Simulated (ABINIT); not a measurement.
**CdH2 (Fm-3m): zone-centre phonons**

Aim: the zone-centre modes of CdH2 (Fm-3m).

Program: ABINIT 10.8.3. Level of theory: DFT LDA, scalar-relativistic, plane waves, PseudoDojo norm-conserving pseudopotentials. Results are calculated unless marked as measured.

The structure was built from a prototype and need not be the compound's stable phase.

### 1. Starting point

The structure is cubic, space group Fm-3m (No. 225). Conventional cell: a = 5.590 Å, b = 5.590 Å, c = 5.590 Å, α = 90.00°, β = 90.00°, γ = 90.00°. Nearest to Cd lie 8 H at 2.42 Å. Nearest to H lie 4 Cd at 2.42 Å. Farther neighbours are not listed.

### 2. A first look

A first run with smearing and empty bands tells whether the crystal has a gap, which decides between fixed occupations and smearing later on.

Input file probe.abi:

```
# ground state
tolvrs 1.0d-08
prtden 1
prtwf 1

# basis, mesh and filling
ecut 47.0
ngkpt 6 6 6
nshiftk 1
shiftk 0.0 0.0 0.0
istwfk *1
occopt 7
tsmear 0.005
nband 18
nstep 100
diemac 9.0
prtebands 0
prtgsr 0

# cell and atoms
acell 7.469437676 7.469437676 7.469437676
rprim 
    0.0 0.7071067812 0.7071067812
    0.7071067812 0.0 0.7071067812
    0.7071067812 0.7071067812 0.0
ntypat 2
znucl 48 1
natom 3
typat 1 2 2
xred 
    0.0 0.0 0.0
    0.25 0.25 0.25
    0.75 0.75 0.75
pp_dirpath "./pseudo"
pseudos "Cd.upf, H.upf"
```

Command:

```bash
$ OMP_NUM_THREADS=1 mpirun -n 4 abinit probe.abi > probe.log
```

Numbers of over 12 decimals in the logs are rounded to 6 here.

probe.abo, the main output file:

```text
[banners, grids, parts of the stress and lines that vanish by symmetry left out]
- input  file    -> probe.abi
- output file    -> probe.abo
- root for input  files -> probei
[...]
Symmetries : space group Fm -3 m (#225); Bravais cF (face-center cubic)
[...]
mpw =        4573          nfft =      110592          nkpt =          16
[...]
== DATASET  1 ==================================================================
[...]
cutoff_energies: {ecut:  47.0, pawecutdg:  -1.0, }
[...]
ETOT  1  -174.30826199822    -1.743E+02 7.601E+00 4.158E+03
 ETOT  2  -175.31271586055    -1.004E+00 1.075E-01 8.132E+03
 ETOT  3  -176.23481889744    -9.221E-01 8.198E-02 9.761E+02
 ETOT  4  -176.32568905016    -9.087E-02 6.963E-03 2.018E+02
 ETOT  5  -176.34486749579    -1.918E-02 2.193E-03 4.935E+01
[...]
ETOT 10  -176.35102294836    -5.014E-07 5.815E-05 1.391E-07
 ETOT 11  -176.35102294853    -1.671E-10 1.164E-04 6.022E-09
 At SCF step   11       vres2   =  6.02E-09 < tolvrs=  1.00E-08 =>converged.
[...]
sigma(1 1)=  4.32868813E-04  sigma(3 2)=  0.00000000E+00
  sigma(2 2)=  4.32868813E-04  sigma(3 1)=  0.00000000E+00
  sigma(3 3)=  4.32868813E-04  sigma(2 1)=  0.00000000E+00
[...]
convergence: {deltae: -1.671E-10, res2:  6.022E-09, residm:  1.164E-04, diffor: null, }
etotal    :  -1.76351023E+02
[...]
sigma(1 1)=  4.32868813E-04  sigma(3 2)=  0.00000000E+00
  sigma(2 2)=  4.32868813E-04  sigma(3 1)=  0.00000000E+00
  sigma(3 3)=  4.32868813E-04  sigma(2 1)=  0.00000000E+00
[...]
- sigma(1 1)=  1.27354402E+01  sigma(3 2)=  0.00000000E+00
- sigma(2 2)=  1.27354402E+01  sigma(3 1)=  0.00000000E+00
- sigma(3 3)=  1.27354402E+01  sigma(2 1)=  0.00000000E+00
[...]
fcart     -0.0000000000E+00 -0.0000000000E+00 -0.0000000000E+00
           strten      4.3286881345E-04  4.3286881345E-04  4.3286881345E-04
================================================================================

[key lines of the parts left out:]
pressure_GPa:  -1.2735E+01
```

Run time: 14 s. Hardware: 4 MPI ranks of Arm Neoverse V1, shared host.

Numbers from this step:

```yaml
volume_per_atom: 14.56 Å³
pressure: -12.74 GPa
gap_on_the_k_mesh: 0 eV
```

No gap opens on this mesh, so smearing is kept; the printed pressure holds the stress of the finite basis too.

### 3. Rough relaxation

The typed start is rough, so a first relaxation with smearing and loose thresholds takes it towards rest cheaply.

Input file prerelax.abi:

```
# relaxation
ionmov 2
optcell 2
dilatmx 1.15
chkdilatmx 0
ntime 40
tolmxf 3.0d-04
tolvrs 1.0d-10
prtwf 0
prtden 0
chksymtnons 0

# basis, mesh and filling
ecut 46.0
ecutsm 3.0
ngkpt 6 6 6
nshiftk 1
shiftk 0.0 0.0 0.0
istwfk *1
occopt 7
tsmear 0.005
nband 18
nstep 100
diemac 1000000.0
prtebands 0
prtgsr 0

# cell and atoms
acell 7.469437676 7.469437676 7.469437676
rprim 
    0.0 0.7071067812 0.7071067812
    0.7071067812 0.0 0.7071067812
    0.7071067812 0.7071067812 0.0
ntypat 2
znucl 48 1
natom 3
typat 1 2 2
xred 
    0.0 0.0 0.0
    0.25 0.25 0.25
    0.75 0.75 0.75
pp_dirpath "./pseudo"
pseudos "Cd.upf, H.upf"
```

Command:

```bash
$ OMP_NUM_THREADS=1 mpirun -n 4 abinit prerelax.abi > prerelax.log
```

prerelax.abo, the main output file:

```text
[banners, grids, parts of the stress and lines that vanish by symmetry left out]
- input  file    -> prerelax.abi
- output file    -> prerelax.abo
- root for input  files -> prerelaxi
[...]
Symmetries : space group Fm -3 m (#225); Bravais cF (face-center cubic)
[...]
mpw =        6710          nfft =      157464          nkpt =          16
[...]
== DATASET  1 ==================================================================
[...]
cutoff_energies: {ecut:  46.0, pawecutdg:  -1.0, }
[...]
ETOT  1  -174.75515772624    -1.748E+02 5.855E+00 4.203E+03
 ETOT  2  -175.65965014069    -9.045E-01 1.562E-01 7.294E+03
 ETOT  3  -176.28134706883    -6.217E-01 5.528E-02 7.934E+02
 ETOT  4  -176.33917012190    -5.782E-02 3.937E-03 1.229E+02
 ETOT  5  -176.35046301091    -1.129E-02 4.707E-04 1.220E-01
[...]
At SCF step   12       vres2   =  2.12E-11 < tolvrs=  1.00E-10 =>converged.
[...]
ETOT  8  -176.37612197431    -6.480E-12 1.413E-07 2.436E-11
 At SCF step    8       vres2   =  2.44E-11 < tolvrs=  1.00E-10 =>converged.
[...]
sigma(1 1)=  6.74138405E-07  sigma(3 2)=  0.00000000E+00
  sigma(2 2)=  6.74138405E-07  sigma(3 1)=  0.00000000E+00
  sigma(3 3)=  6.74138405E-07  sigma(2 1)=  0.00000000E+00
[...]
convergence: {deltae: -6.480E-12, res2:  2.436E-11, residm:  1.413E-07, diffor: null, }
etotal    :  -1.76376122E+02
[...]
At Broyd/MD step   7, gradients are converged :
[...]
sigma(1 1)=  6.74138405E-07  sigma(3 2)=  0.00000000E+00
  sigma(2 2)=  6.74138405E-07  sigma(3 1)=  0.00000000E+00
  sigma(3 3)=  6.74138405E-07  sigma(2 1)=  0.00000000E+00
[...]
- sigma(1 1)=  1.98338366E-02  sigma(3 2)=  0.00000000E+00
- sigma(2 2)=  1.98338366E-02  sigma(3 1)=  0.00000000E+00
- sigma(3 3)=  1.98338366E-02  sigma(2 1)=  0.00000000E+00
[...]
fcart     -0.0000000000E+00 -0.0000000000E+00 -0.0000000000E+00
           strten      6.7413840457E-07  6.7413840456E-07  6.7413840458E-07
================================================================================

[key lines of the parts left out:]
pressure_GPa:  -1.9834E-02
Total energy (etotal) [Ha]= -1.76376121974309E+02
```

The job ended after 2.2 min (4 MPI ranks).

The steps of the relaxation:

```csv
step,energy less that of the first step (eV),largest force (eV/Å),volume (Å³)
1,0.0000,0.0000,43.67
2,-0.1235,0.0000,42.04
3,-0.0429,0.0000,23.07
4,-0.6160,0.0000,34.06
5,-0.6890,0.0000,31.54
6,-0.6977,0.0000,30.23
7,-0.6979,0.0000,30.42
```

```csv
"conventional cell, symmetrised",before,after,change
a (Å),5.590,4.955,-11.4 %
b (Å),5.590,4.955,-11.4 %
c (Å),5.590,4.955,-11.4 %
volume (Å³/atom),14.56,10.14,-30.3 %
```

The relaxed structure:

```xyz
3
Lattice="0.0000 2.4777 2.4777 2.4777 0.0000 2.4777 2.4777 2.4777 0.0000" Properties=species:S:1:pos:R:3 pbc="T T T"
Cd    0.0000    0.0000    0.0000
H     1.2388    1.2388    1.2388
H     3.7165    3.7165    3.7165
```

Numbers from this step:

* volume per atom: 10.14 Å³
* pressure: -0.01983 GPa

The volume changes by -30.3 % in this run and stands -30.3 % from the first cell.

### 4. Rough relaxation

The cell changed much, so the rough relaxation is repeated on a basis made for the new cell.

prerelax.abi, as its differences from that of step 3:

```diff
@@ -28,3 +28,3 @@
 # cell and atoms
-acell 7.469437676 7.469437676 7.469437676
+acell 6.621488327 6.621488327 6.621488327
 rprim
```

prerelax.abo, the main output file:

```text
[banners, grids, parts of the stress and lines that vanish by symmetry left out]
- input  file    -> prerelax.abi
- output file    -> prerelax.abo
- root for input  files -> prerelaxi
[...]
Symmetries : space group Fm -3 m (#225); Bravais cF (face-center cubic)
[...]
mpw =        4720          nfft =      110592          nkpt =          16
[...]
== DATASET  1 ==================================================================
[...]
cutoff_energies: {ecut:  46.0, pawecutdg:  -1.0, }
[...]
ETOT  1  -175.49871358095    -1.755E+02 7.521E+00 1.164E+03
 ETOT  2  -176.15974443807    -6.610E-01 2.321E-01 1.901E+03
 ETOT  3  -176.36368310224    -2.039E-01 2.182E-01 1.132E+02
 ETOT  4  -176.37577087661    -1.209E-02 5.562E-03 2.801E+00
 ETOT  5  -176.37609843032    -3.276E-04 4.342E-04 2.203E-01
[...]
ETOT 10  -176.37612194938    -6.568E-11 3.512E-04 5.711E-10
 ETOT 11  -176.37612194938     5.429E-12 2.738E-04 3.291E-12
 At SCF step   11       vres2   =  3.29E-12 < tolvrs=  1.00E-10 =>converged.
[...]
sigma(1 1)=  6.75022918E-07  sigma(3 2)=  0.00000000E+00
  sigma(2 2)=  6.75022918E-07  sigma(3 1)=  0.00000000E+00
  sigma(3 3)=  6.75022918E-07  sigma(2 1)=  0.00000000E+00
[...]
convergence: {deltae:  5.429E-12, res2:  3.291E-12, residm:  2.738E-04, diffor: null, }
etotal    :  -1.76376122E+02
[...]
At Broyd/MD step   1, gradients are converged :
[...]
sigma(1 1)=  6.75022918E-07  sigma(3 2)=  0.00000000E+00
  sigma(2 2)=  6.75022918E-07  sigma(3 1)=  0.00000000E+00
  sigma(3 3)=  6.75022918E-07  sigma(2 1)=  0.00000000E+00
[...]
- sigma(1 1)=  1.98598599E-02  sigma(3 2)=  0.00000000E+00
- sigma(2 2)=  1.98598599E-02  sigma(3 1)=  0.00000000E+00
- sigma(3 3)=  1.98598599E-02  sigma(2 1)=  0.00000000E+00
[...]
fcart     -0.0000000000E+00 -0.0000000000E+00 -0.0000000000E+00
           strten      6.7502291787E-07  6.7502291787E-07  6.7502291787E-07
================================================================================

[key lines of the parts left out:]
pressure_GPa:  -1.9860E-02
Total energy (etotal) [Ha]= -1.76376121949378E+02
```

Elapsed: 14 s, on 4 MPI ranks; 54 s of CPU time.

Little changed from the start: no atom moved by 0.005 Å and no cell edge by 0.1 %.

Read from the output:

- pressure: -0.01986 GPa

The volume changes by +0.0 % in this run and stands -30.3 % from the first cell.

### 5. Relaxing the cell and atoms

The harmonic expansion needs vanishing forces, and a free crystal bears no stress, so cell and atoms are brought to rest. Stress is more sensitive to the basis than forces are: the last 3 Ha under the cutoff are smoothed with ecutsm, and the cutoff is raised above that of the later runs.

relax.abi, as its differences from prerelax.abi of step 4:

```diff
@@ -3,7 +3,6 @@
 optcell 2
-dilatmx 1.15
-chkdilatmx 0
+dilatmx 1.08
 ntime 40
-tolmxf 3.0d-04
-tolvrs 1.0d-10
+tolmxf 1.0d-05
+tolvrs 1.0d-14
 prtwf 0
@@ -13,5 +12,5 @@
 # basis, mesh and filling
-ecut 46.0
+ecut 57.0
 ecutsm 3.0
-ngkpt 6 6 6
+ngkpt 10 10 10
 nshiftk 1
@@ -20,3 +19,3 @@
 occopt 7
-tsmear 0.005
+tsmear 0.01
 nband 18
```

Command:

```bash
$ OMP_NUM_THREADS=1 mpirun -n 4 abinit relax.abi > relax.log
```

relax.abo, the main output file:

```text
[banners, grids, parts of the stress and lines that vanish by symmetry left out]
- input  file    -> relax.abi
- output file    -> relax.abo
- root for input  files -> relaxi
[...]
Symmetries : space group Fm -3 m (#225); Bravais cF (face-center cubic)
[...]
mpw =        5346          nfft =      125000          nkpt =          47
[...]
== DATASET  1 ==================================================================
[...]
cutoff_energies: {ecut:  57.0, pawecutdg:  -1.0, }
[...]
ETOT  1  -175.27540717972    -1.753E+02 7.815E+00 1.916E+03
 ETOT  2  -176.04331261745    -7.679E-01 2.388E-01 3.415E+03
 ETOT  3  -176.35138364548    -3.081E-01 1.663E-02 2.749E+02
 ETOT  4  -176.37489403950    -2.351E-02 7.656E-03 1.888E+01
 ETOT  5  -176.37665167648    -1.758E-03 3.054E-03 1.221E+00
[...]
At SCF step   13       vres2   =  1.09E-15 < tolvrs=  1.00E-14 =>converged.
[...]
sigma(1 1)= -1.56457413E-05  sigma(3 2)=  0.00000000E+00
  sigma(2 2)= -1.56457413E-05  sigma(3 1)=  0.00000000E+00
  sigma(3 3)= -1.56457413E-05  sigma(2 1)=  0.00000000E+00
[...]
convergence: {deltae: -1.646E-11, res2:  1.090E-15, residm:  9.273E-05, diffor: null, }
etotal    :  -1.76376768E+02
[...]
ETOT  1  -176.37663175767    -1.764E+02 1.225E-04 2.073E+00
[...]
At SCF step    9       vres2   =  1.48E-16 < tolvrs=  1.00E-14 =>converged.
[...]
sigma(1 1)= -1.20776927E-05  sigma(3 2)=  0.00000000E+00
  sigma(2 2)= -1.20776927E-05  sigma(3 1)=  0.00000000E+00
  sigma(3 3)= -1.20776927E-05  sigma(2 1)=  0.00000000E+00
[...]
convergence: {deltae: -1.029E-11, res2:  1.476E-16, residm:  1.891E-06, diffor: null, }
etotal    :  -1.76376772E+02
[...]
ETOT  1  -176.37510955428    -1.764E+02 5.580E-06 2.442E+01
[...]
ETOT  8  -176.37677798061     4.746E-12 1.141E-05 5.979E-12
 ETOT  9  -176.37677798060     6.935E-12 7.067E-06 3.945E-15
 At SCF step    9       vres2   =  3.94E-15 < tolvrs=  1.00E-14 =>converged.
[...]
sigma(1 1)= -9.49357695E-08  sigma(3 2)=  0.00000000E+00
  sigma(2 2)= -9.49357695E-08  sigma(3 1)=  0.00000000E+00
  sigma(3 3)= -9.49357695E-08  sigma(2 1)=  0.00000000E+00
[...]
convergence: {deltae:  6.935E-12, res2:  3.945E-15, residm:  7.067E-06, diffor: null, }
etotal    :  -1.76376778E+02
[...]
At Broyd/MD step   3, gradients are converged :
[...]
sigma(1 1)= -9.49357695E-08  sigma(3 2)=  0.00000000E+00
  sigma(2 2)= -9.49357695E-08  sigma(3 1)=  0.00000000E+00
  sigma(3 3)= -9.49357695E-08  sigma(2 1)=  0.00000000E+00
[...]
- sigma(1 1)= -2.79310677E-03  sigma(3 2)=  0.00000000E+00
- sigma(2 2)= -2.79310677E-03  sigma(3 1)=  0.00000000E+00
- sigma(3 3)= -2.79310677E-03  sigma(2 1)=  0.00000000E+00
[...]
fcart     -0.0000000000E+00 -0.0000000000E+00 -0.0000000000E+00
           strten     -9.4935769485E-08 -9.4935769489E-08 -9.4935769487E-08
================================================================================

[key lines of the parts left out:]
pressure_GPa:   2.7931E-03
Total energy (etotal) [Ha]= -1.76376777980601E+02
```

Run time: 2.1 min. Hardware: 4 MPI ranks.

Relaxation path:

```
step  energy less that of the first step (eV)  largest force (eV/Å)  volume (Å³)
   1                                   0.0000                0.0000        30.42
   2                                  -0.0001                0.0000        30.46
   3                                  -0.0003                0.0000        30.61
```

| conventional cell, symmetrised | before | after | change |
| --- | --- | --- | --- |
| a (Å) | 4.955 | 4.966 | +0.2 % |
| b (Å) | 4.955 | 4.966 | +0.2 % |
| c (Å) | 4.955 | 4.966 | +0.2 % |
| volume (Å³/atom) | 10.14 | 10.20 | +0.6 % |

The relaxed structure:

```xyz
3
Lattice="0.0000 2.4828 2.4828 2.4828 0.0000 2.4828 2.4828 2.4828 0.0000" Properties=species:S:1:pos:R:3 pbc="T T T"
Cd    0.0000    0.0000    0.0000
H     1.2414    1.2414    1.2414
H     3.7242    3.7242    3.7242
```

This step gave:

| Property | Result |
| --- | --- |
| volume per atom | 10.20 Å³ |
| pressure | 0.002793 GPa |

The volume changes by +0.6 % in this run and stands -29.9 % from the first cell.

### 6. Ground state

First-order wavefunctions inherit every error of the ground state, hence the very tight tolvrs. Smearing stays on, as the first look found no gap above 0.3 eV.

Input file gs.abi:

```
# ground state
tolvrs 1.0d-16
prtden 1
prtwf 1

# basis, mesh and filling
ecut 47.0
ngkpt 12 12 12
nshiftk 1
shiftk 0.0 0.0 0.0
istwfk *1
occopt 7
tsmear 0.01
nband 18
nstep 100
diemac 1000000.0
prtebands 0
prtgsr 0

# cell and atoms
acell 6.635181824 6.635181824 6.635181824
rprim 
    0.0 0.7071067812 0.7071067812
    0.7071067812 0.0 0.7071067812
    0.7071067812 0.7071067812 0.0
ntypat 2
znucl 48 1
natom 3
typat 1 2 2
xred 
    0.0 0.0 0.0
    0.25 0.25 0.25
    0.75 0.75 0.75
pp_dirpath "./pseudo"
pseudos "Cd.upf, H.upf"
```

Command:

```bash
$ OMP_NUM_THREADS=1 mpirun -n 4 abinit gs.abi > gs.log
```

gs.abo, the main output file:

```text
[banners, grids, parts of the stress and lines that vanish by symmetry left out]
- input  file    -> gs.abi
- output file    -> gs.abo
- root for input  files -> gsi
[...]
Symmetries : space group Fm -3 m (#225); Bravais cF (face-center cubic)
[...]
mpw =        3218          nfft =       91125          nkpt =          72
[...]
== DATASET  1 ==================================================================
[...]
cutoff_energies: {ecut:  47.0, pawecutdg:  -1.0, }
[...]
ETOT  1  -175.43081706136    -1.754E+02 6.446E+00 1.050E+03
 ETOT  2  -176.13215708096    -7.013E-01 2.529E-01 1.781E+03
 ETOT  3  -176.36086786705    -2.287E-01 5.860E-02 1.193E+02
 ETOT  4  -176.37595788858    -1.509E-02 1.023E-02 4.400E+00
 ETOT  5  -176.37655627277    -5.984E-04 6.734E-03 3.258E-01
[...]
ETOT 12  -176.37660015209     1.705E-11 2.209E-04 3.267E-14
 ETOT 13  -176.37660015211    -1.964E-11 1.061E-04 3.318E-17
 At SCF step   13       vres2   =  3.32E-17 < tolvrs=  1.00E-16 =>converged.
[...]
sigma(1 1)=  2.08376105E-05  sigma(3 2)=  0.00000000E+00
  sigma(2 2)=  2.08376105E-05  sigma(3 1)=  0.00000000E+00
  sigma(3 3)=  2.08376105E-05  sigma(2 1)=  0.00000000E+00
[...]
convergence: {deltae: -1.964E-11, res2:  3.318E-17, residm:  1.061E-04, diffor: null, }
etotal    :  -1.76376600E+02
[...]
sigma(1 1)=  2.08376105E-05  sigma(3 2)=  0.00000000E+00
  sigma(2 2)=  2.08376105E-05  sigma(3 1)=  0.00000000E+00
  sigma(3 3)=  2.08376105E-05  sigma(2 1)=  0.00000000E+00
[...]
- sigma(1 1)=  6.13063667E-01  sigma(3 2)=  0.00000000E+00
- sigma(2 2)=  6.13063667E-01  sigma(3 1)=  0.00000000E+00
- sigma(3 3)=  6.13063667E-01  sigma(2 1)=  0.00000000E+00
[...]
fcart     -0.0000000000E+00 -0.0000000000E+00 -0.0000000000E+00
           strten      2.0837610508E-05  2.0837610508E-05  2.0837610508E-05
================================================================================

[key lines of the parts left out:]
pressure_GPa:  -6.1306E-01
```

Wall time 57 s (4 MPI ranks).

Read from the output:

```yaml
pressure: -0.6131 GPa
```

The cell stands at -0.61 GPa: the relaxation ran with a smoothed and higher cutoff and on another k mesh.

(Continued in part 2 of 3.)

[Host names and launcher messages were left out of these logs when they were recorded.]

[Logs are printed without paths, hosts, clocks, repeated set-up lines and the standing remarks that a program may print on its own settings, such as how far it seeks lower states.]

[Hosts, paths, dates, database ids (printed as entryN), source tags and the programs' standing remarks are cut or masked in the printed files.]
